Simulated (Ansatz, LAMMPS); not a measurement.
# Squeezing and shearing glassy 97GeO2-3Na2O (mol %) (93 atoms): runs compared

How stiff is glassy 97GeO2-3Na2O (mol %) (93 atoms), and how do its levels respond to strain?

Computed with Ansatz 0.2.0: Kohn-Sham DFT, PBE, PAW (set soft_2), plane waves.

## 1. The cell as built

The cell holds 93 atoms: 30 Ge, 2 Na and 61 O. Cell: a = 11.318 Å, b = 11.318 Å, c = 11.318 Å, α = 90.0°, β = 90.0°, γ = 90.0°. 93 atoms (30 Ge, 2 Na, 61 O) placed at random at 3.66 g/cm³, melted at 4000 K for 10 ps at fixed volume with the Morse and Coulomb pair potential with partial charges (Pedone, Malavasi, Menziani, Cormack and Segre, J. Phys. Chem. B 110, 11780 (2006)). Quenched from 4000 K to 300 K at 60 K/ps and fixed volume, held 10 ps at zero pressure.

What the set-up can't give: The quench rate of 60 K/ps far exceeds what a furnace or splat quench reaches, so expect more defects and frozen-in strain than in a real sample. The network of bonds at the start is that of the classical potential that made the cell, and needn't be the one that DFT or experiment would give. Only the Γ point is sampled.

## 2. The reference run

The reference is a single point at the end of the relaxation.

Every strained cell starts from the geometry of this run, and its atoms are relaxed with the cell held.

Its input, with most atom lines left out:

```yaml
crystal:
  lattice:
    - [10.65275, -0.22405, 0.4097]
    - [-0.22405, 11.23649, -0.18048]
    - [0.4097, -0.18048, 11.35836]
  atoms:
    - { symbol: Ge, position: [0.54208, 0.80154, 0.08904] }
    - { symbol: Ge, position: [0.7812, 0.56677, 0.62211] }
    - { symbol: Ge, position: [0.09393, 0.75724, 0.17046] }
    - { symbol: Ge, position: [0.70692, 0.85853, 0.67478] }
    - { symbol: Ge, position: [0.00268, 0.34579, 0.20175] }
    - { symbol: Ge, position: [0.33138, 0.38269, 0.9231] }
    - { symbol: Ge, position: [0.6822, 0.5606, 0.15962] }
    [... atom lines 8 to 93 left out ...]
kpoints:
  mp_grid: { grid: [1, 1, 1] }
hamiltonian:
  xc: pbe
scf:
  occupations: { method: fermi_dirac, width: 0.05 }
output:
  forces: true
  stress: true
  populations: true
  dos:
    method: { smearing: { sigma: 0.1 } }
    de: 0.1
    projected: { site_lists: { Ge: [Ge], Na: [Na], O: [O] } }
  eigenvalues: true
  write_density: true
  write_potential: true
  volumetric_format: npy
  elf: true
```

| Item | Value |
| --- | --- |
| free energy per atom | -1789.5373 eV/atom |
| r.m.s. force component | 0.00726 eV/Å |
| pressure | 0.02181 GPa |

Filled and empty levels are parted by 2.11 eV (at Γ alone); a semilocal functional tends to put such gaps too low. In a disordered cell it changes from sample to sample, and tail or defect levels can set it.

## 3. The runs

Each row is one run, on 4 threads of Arm Neoverse V2, shared host. The free energy is the program's total, comparable only between runs with the same functional, potentials and atoms.

```tsv
run	atoms	outcome	ionic steps, all passes	free energy (eV)	time	host memory (GiB)
Single point at the start	93	converged	-	-166412.737	18 s	2.1
Cell and atoms relaxed	93	converged	26	-166426.970	9.3 min	2.2
Single point at the relaxed geometry	93	converged	-	-166426.970	29 s	2.1
Volume -3 %	93	converged	5	-166426.792	1.8 min	2.0
Volume +3 %	93	converged	7	-166426.819	2.8 min	2.1
Volume -6 %	93	converged	7	-166426.231	2.5 min	1.9
Volume +6 %	93	converged	7	-166426.328	3 min	2.2
Volume -10 %	93	converged	8	-166424.783	3 min	1.9
Stretched by 1 % along x	93	converged	3	-166426.939	73 s	2.1
Compressed by 1 % along x	93	converged	4	-166426.943	89 s	2.0
Sheared by 2 % in xy	93	converged	5	-166426.924	1.9 min	2.1
```

In some runs the program notes that the SCF threshold is loose for the stress.

## 4. Pressure against volume

Atoms are relaxed at each volume, in the scaled cell.

```tsv
volume change (%)	volume (Å³/atom)	energy change (meV/atom)	pressure (GPa)	largest move on relaxing (Å)	bonds	gap (eV)
-10	13.131	23.52	5.55	0.40	136	2.34
-6	13.714	7.95	3.08	0.30	134	2.26
-3	14.152	1.91	1.50	0.12	132	2.19
+0	14.589	0.00	0.02	-	132	2.11
+3	15.027	1.63	-1.31	0.22	132	2.01
+6	15.465	6.91	-2.59	0.39	132	1.90
```

## 5. Uniaxial strain and shear

Stress (GPa, compression positive) less that of the relaxed cell, atoms relaxed:

```tsv
strain	xx	yy	zz	xy	energy change (meV/atom)
stretched by 1 % along x	-0.861	-0.401	-0.306	-0.011	0.34
compressed by 1 % along x	0.846	0.392	0.343	-0.008	0.29
sheared by 2 % in xy	-0.020	-0.060	-0.084	-0.580	0.50
```

## 6. What came out

The bulk modulus, from the slope of pressure against ln V over the three points nearest the relaxed volume, is 46.9 GPa; a quadratic over all points gives a pressure derivative of about 2.1. The count of bonds runs from 132 to 136 over the series, so at some points contacts cross the cutoffs. The gap goes from 2.34 eV at the smallest volume to 1.90 eV at the largest, -2.7 eV per unit of ln V by a straight line, on the run's k-points. In the Cartesian axes of the cell, finite differences give C11 = 85.4, C12 = 39.7, C13 = 32.4 and C66 = 29.0 GPa (the shear of 2 % is the engineering strain, εxy = 0.01). The mean of C11, C12 and C13, which equals the bulk modulus in a cubic or isotropic solid, is 52.5 GPa: it lies 12 % over the bulk modulus from the volumes. For an isotropic solid C66 would equal (C11 − C12)/2 = 22.9 GPa; so small a sample needn't be isotropic, and C66 rests on one shear. With the bulk modulus and C66 as K and G, Young's modulus would be about 72 GPa and Poisson's ratio 0.24.

Caveats: Strains are finite and relaxations stop at the force tolerance of the input, which can leave moduli too stiff; they are those of a static cell at zero temperature. Volumes are changed with the cell's shape held, so in an anisotropic solid the modulus lies over the one under free hydrostatic load. The program notes that the SCF threshold of the relaxations is loose for the stress.

The DFT runs together took 28 min of wall time.

[Logs are printed without paths, hosts, clocks, repeated set-up lines and the standing remarks that a program may print on its own settings, such as how far it seeks lower states.]

[Hosts, paths, dates, database ids (printed as entryN), source tags and the programs' standing remarks are cut or masked in the printed files.]
